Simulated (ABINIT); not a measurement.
# Si3Rh (Pm-3m): zone-centre phonons, part 2 of 3

Which modes does Si3Rh (Pm-3m) have at the zone centre?

ABINIT 10.8.3; DFT PBE, scalar-relativistic, plane waves, SG15 norm-conserving pseudopotentials.

So far. Step 4 (Relaxation): The volume changes by +1.4 % in this run and stands -0.0 % from the first cell. The relaxed cell has a = 3.838 Å (conventional setting).

The structure was built from a prototype and need not be the compound's stable phase.

### Step 6. Zone-centre response

At q = 0 one unit cell holds all displacements. The response is solved for single atoms along the cell's directions, and symmetry skips those that follow from others. The crystal is treated as a metal, which screens a static field, so no field response is asked.

File dfpt_gamma.abi:

```

# common to the responses
getwfk_filepath "gso_WFK"
kptopt 2
nqpt 1
qpt 0.0 0.0 0.0
asr 0
chneut 0

# displacements
rfphon 1
rfatpol 1 4
rfdir 1 1 1
tolvrs 1.0d-10
prtwf 0

# basis, mesh and filling
ecut 30.0
ngkpt 8 8 8
nshiftk 1
shiftk 0.0 0.0 0.0
istwfk *1
occopt 3
tsmear 0.01
nband 22
nstep 100
diemac 1000000.0
prtebands 0
prtgsr 0
useylm 1

# cell and atoms
acell 3*1.0 Angstrom
rprim 
    3.837960003 0.0 0.0
    0.0 3.837960003 0.0
    0.0 0.0 3.837960003
ntypat 2
znucl 45 14
natom 4
typat 1 2 2 2
xred 
    0.0 0.0 0.0
    0.0 0.5 0.5
    0.5 0.0 0.5
    0.5 0.5 0.0
pp_dirpath "./pseudo"
pseudos "Rh.upf, Si.upf"
```

Command:

```
OMP_NUM_THREADS=1 mpirun -n 4 abinit dfpt_gamma.abi > dfpt_gamma.log
```

Numbers of over 12 decimals in the logs are rounded to 6 here.

dfpt_gamma.abo, the main output file:

```text
[banners, grids, parts of the stress and lines that vanish by symmetry left out]
- input  file    -> dfpt_gamma.abi
- output file    -> dfpt_gamma.abo
- root for input  files -> dfpt_gammai
- root for output files -> dfpt_gammao

 Symmetries : space group Pm -3 m (#221); Bravais cP (primitive cubic)
================================================================================
 Values of the parameters that define the memory need of the present run (RF).
     intxc =       0      iscf =       7    lmnmax =      18     lnmax =       6
     mgfft =      36  mpssoang =       3    mqgrid =    3001     natom =       4
  nloc_mem =       1    nspden =       1   nspinor =       1    nsppol =       1
      nsym =      48    n1xccc =       0    ntypat =       2    occopt =       3
   xclevel =       2
-    mband =          22        mffmem =           1         mkmem =          65
-   mkqmem =          65        mk1mem =          65           mpw =        3022
      nfft =       46656          nkpt =         260
- my_mband =          22
================================================================================
================================================================================

--------------------------------------------------------------------------------
------------- Echo of variables that govern the present computation ------------
--------------------------------------------------------------------------------
-
- outvars: echo of selected default values
-   iomode0 =  0 , fftalg0 =312 , wfoptalg0 =  0
-
- outvars: echo of global parameters not present in the input file
-  max_nthreads =    1
-
 -outvars: echo values of preprocessed input variables
 [... echo left out ...]
================================================================================

 chkinp: Checking input parameters for consistency.

[...]
== DATASET  1 ==================================================================
-   mpi_nproc: 4, omp_nthreads: 1 (-1 if OMP is not activated)

--- !DatasetInfo
iteration_state: {dtset: 1, }
dimensions: {natom: 4, nkpt: 260, mband: 22, nsppol: 1, nspinor: 1, nspden: 1, mpw: 3022, }
cutoff_energies: {ecut:  30.0, pawecutdg:  -1.0, }
electrons: {nelect:   2.90000000E+01, charge:   0.00000000E+00, occopt:   3.00000000E+00, tsmear:   1.00000000E-02, }
meta: {optdriver: 1, rfphon: 1, }
...

 mkfilename: getwfk from: gso_WFK

 Real(R)+Recip(G) space primitive vectors, cartesian coordinates (Bohr,Bohr^-1):
 R(1)=  7.2526933  0.0000000  0.0000000  G(1)=  0.1378798  0.0000000  0.0000000
 R(2)=  0.0000000  7.2526933  0.0000000  G(2)=  0.0000000  0.1378798  0.0000000
 R(3)=  0.0000000  0.0000000  7.2526933  G(3)=  0.0000000  0.0000000  0.1378798
 Unit cell volume ucvol=  3.8150298E+02 bohr^3
 Angles (23,13,12)=  9.00000000E+01  9.00000000E+01  9.00000000E+01 degrees
 setup1 : take into account q-point for computing boxcut.

 getcut: wavevector=  0.0000  0.0000  0.0000  ngfft=  36  36  36
         ecut(hartree)=     30.000   => boxcut(ratio)=   2.01316

--- Pseudopotential description ------------------------------------------------
- pspini: atom type   1  psp file is ./pseudo/Rh.upf

- pspini: atom type   2  psp file is ./pseudo/Si.upf

   4.93822575E+02                                ecore*ucvol(ha*bohr**3)
--------------------------------------------------------------------------------

 ==>  initialize data related to q vector <==

 The list of irreducible perturbations for this q vector is:
    1)    idir= 1    ipert=   1
    2)    idir= 1    ipert=   2
    3)    idir= 2    ipert=   2

[...]
The perturbation idir=   2  ipert=   1 is
 symmetric of a previously calculated perturbation.
 So, its SCF calculation is not needed.

 The perturbation idir=   3  ipert=   1 is
 symmetric of a previously calculated perturbation.
 So, its SCF calculation is not needed.

 The perturbation idir=   3  ipert=   2 is
 symmetric of a previously calculated perturbation.
 So, its SCF calculation is not needed.

 The perturbation idir=   1  ipert=   3 is
 symmetric of a previously calculated perturbation.
 So, its SCF calculation is not needed.

[...]
The perturbation idir=   2  ipert=   4 is
 symmetric of a previously calculated perturbation.
 So, its SCF calculation is not needed.

 The perturbation idir=   3  ipert=   4 is
 symmetric of a previously calculated perturbation.
 So, its SCF calculation is not needed.

--------------------------------------------------------------------------------
 Perturbation wavevector (in red.coord.)   0.000000  0.000000  0.000000
 Perturbation : displacement of atom   1   along direction   1
 Found     8 symmetries that leave the perturbation invariant.

[...]
dfpt_looppert : total number of electrons, from k and k+q
  fully or partially occupied states are    2.900000E+01 and    2.900000E+01.
 Initialisation of the first-order wave-functions :
  ireadwf=   0

--- !BeginCycle
iteration_state: {dtset: 1, }
solver: {iscf: 7, nstep: 100, nline: 4, wfoptalg: 0, }
tolerances: {tolvrs: 1.00E-10, }
...

     iter   2DEtotal(Ha)        deltaE(Ha) residm    vres2
-ETOT  1   2.490649     -4.531E+03 4.775E+00 6.354E+03
 ETOT  2  -1.010144     -3.501E+00 7.957E-02 1.882E+02
 ETOT  3  -1.101604     -9.146E-02 1.124E-02 7.756E+00
 ETOT  4  -1.104925     -3.321E-03 3.723E-03 1.077E+00
 ETOT  5  -1.104625      3.005E-04 1.056E-03 1.601E+00
[...]
At SCF step   10       vres2   =  1.87E-11 < tolvrs=  1.00E-10 =>converged.
[...]
Mean square residual over all n,k,spin=   86.328E-10; max=  12.866E-06

 Thirteen components of 2nd-order total energy (hartree) are
 1,2,3: 0th-order hamiltonian combined with 1st-order wavefunctions
     kin0=   3.91856031E+03 eigvalue=  -6.39672432E+01  local=  -1.84118436E+03
 4,5,6: 1st-order hamiltonian combined with 1st and 0th-order wfs
 loc psp =  -7.43303185E+03  Hartree=   2.18135140E+03     xc=  -3.00317584E+02
 note that "loc psp" includes a xc core correction that could be resolved
 7,8,9: eventually, occupation + non-local contributions
    edocc=   2.61668883E+02     enl0=   3.78097057E+02   enl1=  -1.63538508E+03
 1-9 gives the relaxation energy (to be shifted if some occ is /=2.0)
   erelax=  -4.53420846E+03
 10,11,12 Non-relaxation  contributions : frozen-wavefunctions and Ewald
 fr.local=   3.59707212E+03 fr.nonlo=   8.18210620E+02  Ewald=   1.17820121E+02
 13,14 Frozen wf xc core corrections (1) and (2)
 frxc 1  =   0.00000000E+00  frxc 2 =   0.00000000E+00
 Resulting in :
 2DEtotal=   -0.1105605267E+01 Ha. Also 2DEtotal=   -0.300850519660E+02 eV
    (2DErelax=   -4.5342084635E+03 Ha. 2DEnonrelax=    4.5331028582E+03 Ha)
    (  non-var. 2DEtotal :   -1.1056058016E+00 Ha)

[...]
Perturbation wavevector (in red.coord.)   0.000000  0.000000  0.000000
 Perturbation : displacement of atom   2   along direction   1
 Found     8 symmetries that leave the perturbation invariant.

[...]
dfpt_looppert : total number of electrons, from k and k+q
  fully or partially occupied states are    2.900000E+01 and    2.900000E+01.
 Initialisation of the first-order wave-functions :
  ireadwf=   0

--- !BeginCycle
iteration_state: {dtset: 1, }
solver: {iscf: 7, nstep: 100, nline: 4, wfoptalg: 0, }
tolerances: {tolvrs: 1.00E-10, }
...

     iter   2DEtotal(Ha)        deltaE(Ha) residm    vres2
-ETOT  1   1.302159     -7.250E+01 7.511E-01 9.171E+02
[...]
At SCF step    9       vres2   =  5.19E-11 < tolvrs=  1.00E-10 =>converged.
[...]
Mean square residual over all n,k,spin=   16.058E-09; max=  23.830E-06

 Thirteen components of 2nd-order total energy (hartree) are
 1,2,3: 0th-order hamiltonian combined with 1st-order wavefunctions
     kin0=   7.17270804E+01 eigvalue=  -9.18571566E+00  local=  -6.10758117E+01
 4,5,6: 1st-order hamiltonian combined with 1st and 0th-order wfs
 loc psp =   3.30241716E+01  Hartree=   1.82952197E+01     xc=  -7.55125482E+00
 note that "loc psp" includes a xc core correction that could be resolved
 7,8,9: eventually, occupation + non-local contributions
    edocc=   7.90546493E+00     enl0=   5.27485917E+01   enl1=  -1.78751321E+02
 1-9 gives the relaxation energy (to be shifted if some occ is /=2.0)
   erelax=  -7.28635753E+01
 10,11,12 Non-relaxation  contributions : frozen-wavefunctions and Ewald
 fr.local=  -1.22811654E+01 fr.nonlo=   9.04717553E+01  Ewald=  -4.39050818E+00
 13,14 Frozen wf xc core corrections (1) and (2)
 frxc 1  =   0.00000000E+00  frxc 2 =   0.00000000E+00
 Resulting in :
 2DEtotal=    0.9365063707E+00 Ha. Also 2DEtotal=    0.254836365741E+02 eV
    (2DErelax=   -7.2863575342E+01 Ha. 2DEnonrelax=    7.3800081713E+01 Ha)
    (  non-var. 2DEtotal :    9.3650677966E-01 Ha)

[...]
Perturbation wavevector (in red.coord.)   0.000000  0.000000  0.000000
 Perturbation : displacement of atom   2   along direction   2
 Found     4 symmetries that leave the perturbation invariant.

--------------------------------------------------------------------------------

--------------------------------------------------------------------------------

 dfpt_looppert : total number of electrons, from k and k+q
  fully or partially occupied states are    2.900000E+01 and    2.900000E+01.
 Initialisation of the first-order wave-functions :
  ireadwf=   0

--- !BeginCycle
iteration_state: {dtset: 1, }
solver: {iscf: 7, nstep: 100, nline: 4, wfoptalg: 0, }
tolerances: {tolvrs: 1.00E-10, }
...

     iter   2DEtotal(Ha)        deltaE(Ha) residm    vres2
-ETOT  1   1.472102     -7.241E+01 6.284E-01 1.147E+03
[...]
ETOT  8   1.008974     -2.424E-10 2.378E-04 1.905E-09
 ETOT  9   1.008974     -2.842E-13 5.617E-05 3.183E-11

 At SCF step    9       vres2   =  3.18E-11 < tolvrs=  1.00E-10 =>converged.
[...]
Mean square residual over all n,k,spin=   22.526E-09; max=  56.173E-06

 Thirteen components of 2nd-order total energy (hartree) are
 1,2,3: 0th-order hamiltonian combined with 1st-order wavefunctions
     kin0=   7.38802711E+01 eigvalue=  -9.17995165E+00  local=  -6.26573426E+01
 4,5,6: 1st-order hamiltonian combined with 1st and 0th-order wfs
 loc psp =   3.74947117E+01  Hartree=   1.79541658E+01     xc=  -7.41224422E+00
 note that "loc psp" includes a xc core correction that could be resolved
 7,8,9: eventually, occupation + non-local contributions
    edocc=   7.17356286E+00     enl0=   5.31159351E+01   enl1=  -1.83243504E+02
 1-9 gives the relaxation energy (to be shifted if some occ is /=2.0)
   erelax=  -7.28743963E+01
 10,11,12 Non-relaxation  contributions : frozen-wavefunctions and Ewald
 fr.local=  -1.07789040E+02 fr.nonlo=   9.28447139E+01  Ewald=   8.88276961E+01
 13,14 Frozen wf xc core corrections (1) and (2)
 frxc 1  =   0.00000000E+00  frxc 2 =   0.00000000E+00
 Resulting in :
 2DEtotal=    0.1008973583E+01 Ha. Also 2DEtotal=    0.274555698822E+02 eV
    (2DErelax=   -7.2874396295E+01 Ha. 2DEnonrelax=    7.3883369878E+01 Ha)
    (  non-var. 2DEtotal :    1.0089735324E+00 Ha)

[...]
---- first-order wavefunction calculations are completed ----

 ==> Compute Derivative Database <==

 [... matrices left out ...]
  Phonon wavevector (reduced coordinates) :  0.00000  0.00000  0.00000
 Phonon energies in Hartree :
  -6.494472E-04 -6.494472E-04 -6.494472E-04  3.106136E-05  3.106136E-05
   3.106136E-05  3.205712E-04  3.205712E-04  3.205712E-04  1.141525E-03
   1.141525E-03  1.141525E-03
 Phonon frequencies in cm-1    :
- -1.425372E+02 -1.425372E+02 -1.425372E+02  6.817180E+00  6.817180E+00
-  6.817180E+00  7.035724E+01  7.035724E+01  7.035724E+01  2.505357E+02
-  2.505357E+02  2.505357E+02

== END DATASET(S) ==============================================================
================================================================================

 -outvars: echo values of variables after computation
            acell      1.8897261259E+00  1.8897261259E+00  1.8897261259E+00 Bohr
           etotal      1.0089735831E+00
            fcart      0.0000000000E+00  0.0000000000E+00  0.0000000000E+00
           strten      0.0000000000E+00  0.0000000000E+00  0.0000000000E+00
================================================================================
```

Elapsed: 2.2 min, on 4 MPI ranks of Arm Neoverse V1, shared host.

This step gave:

```
largest acoustic frequency at the zone centre before the sum rule : 6.82 cm⁻¹
highest optical zone-centre mode (no LO-TO term)                  : 250.5 cm⁻¹
lowest optical zone-centre mode                                   : -142.5 cm⁻¹
```

The acoustic modes at Γ come out as far as 6.8 cm⁻¹ from zero, where they should vanish, a small numerical error. The lowest optical mode is imaginary, 143i cm⁻¹, an instability at this level and on this k mesh.

(Part 2 of 3 ends here.)

[Host names and launcher messages were left out of these logs when they were recorded.]

[Logs are printed without paths, hosts, clocks, repeated set-up lines and the standing remarks that a program may print on its own settings, such as how far it seeks lower states.]

[Hosts, paths, dates, database ids (printed as entryN), source tags and the programs' standing remarks are cut or masked in the printed files.]
